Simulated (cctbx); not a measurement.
**Diagnosing a refinement**

Cell a = 6.2040 Å, b = 6.2040 Å, c = 6.2040 Å, α = 90.00°, β = 90.00°, γ = 90.00°; space group F-43m (no. 216). The compound is Ni5Au.

Simulated single-crystal data (cctbx): Mo Kα, λ = 0.71073 Å, to d = 0.77 Å, 70 % of the full sphere, strongest reflection 40000 counts, noise from counting, a 6 % proportional error and a noise floor of 2 counts (s.d.); no absorption.

An isotropic refinement with weights 1/σ² prints:

```text
Rint 0.043, 43 unique reflections to 0.78 A
cycle     R1     wR2    GooF  max shift (A)
   1  0.1481  0.3834  17.505   0.08448
   2  0.0115  0.0245   1.118   0.00001
final R1 0.0116 wR2 0.0245 GooF 1.117  parameters 4  data/parameter 10.8
atom        x        y        z      Ueq    occ   su(xyz)  su(Uiso or U11)
Au1    0.00000  0.00000  0.00000   0.0038  1.000  0.00000  0.0002
Ni1    0.25000  0.25000  0.75000   0.0030  1.000  0.00000  0.0005
Ni2    0.87774  0.37774  0.87774   0.0039  1.000  0.00010  0.0003
difference map: max 0.86 min -0.66 rms 0.23
Q1    0.0000  0.0000  0.2117   24    0.88  1.31 A from Au1
Q2    0.1064  0.1064  0.6064   16    0.80  1.43 A from Ni2
Q3    0.1456  0.1456  0.1456   16    0.68  1.45 A from Ni2
Q4    0.0259  0.2500  0.7500   24    0.66  1.39 A from Ni1
Q5    0.1041  0.1041  0.3959   16    0.51  0.20 A from Ni2
Q6    0.1874  0.1874  0.3126   16    0.50  0.70 A from Ni2
```

**Question.** Can this result stand? If not, what is the likely fault?

It can stand. The set-up had a fault (start far from the minimum), but the refinement still reached the right minimum: R1 = 0.0116, wR2 = 0.0245, GooF = 1.12 against R1 = 0.0116, wR2 = 0.0245, GooF = 1.12 for the right model.

The compound is Ni5Au. The right model at the same level gives:

```text
Rint 0.043, 43 unique reflections to 0.78 A
cycle     R1     wR2    GooF  max shift (A)
   1  0.1259  0.2837  12.952   0.00040
   2  0.0116  0.0245   1.117   0.00000
final R1 0.0116 wR2 0.0245 GooF 1.117  parameters 4  data/parameter 10.8
atom        x        y        z      Ueq    occ   su(xyz)  su(Uiso or U11)
Au1    0.00000  0.00000  0.00000   0.0038  1.000  0.00000  0.0002
Ni1    0.25000  0.25000  0.75000   0.0030  1.000  0.00000  0.0005
Ni2    0.87774  0.37774  0.87774   0.0039  1.000  0.00010  0.0003
difference map: max 0.86 min -0.66 rms 0.23
Q1    0.0000  0.0000  0.2117   24    0.88  1.31 A from Au1
Q2    0.1064  0.1064  0.6064   16    0.80  1.43 A from Ni2
Q3    0.1456  0.1456  0.1456   16    0.68  1.45 A from Ni2
Q4    0.0259  0.2500  0.7500   24    0.66  1.39 A from Ni1
Q5    0.1041  0.1041  0.3959   16    0.51  0.20 A from Ni2
Q6    0.1874  0.1874  0.3126   16    0.50  0.70 A from Ni2
```

Isotropic U is held between 0.0001 and 1 Å² by the program, and listed peak heights are interpolated, so they can pass the grid's maximum.

The model is made up (kin elements in a known structure type, no relaxation), so it says nothing on whether the phase exists.

[Middle refinement cycles are left out of these outputs.]

[Logs are printed without paths, hosts, clocks, repeated set-up lines and the standing remarks that a program may print on its own settings, such as how far it seeks lower states.]
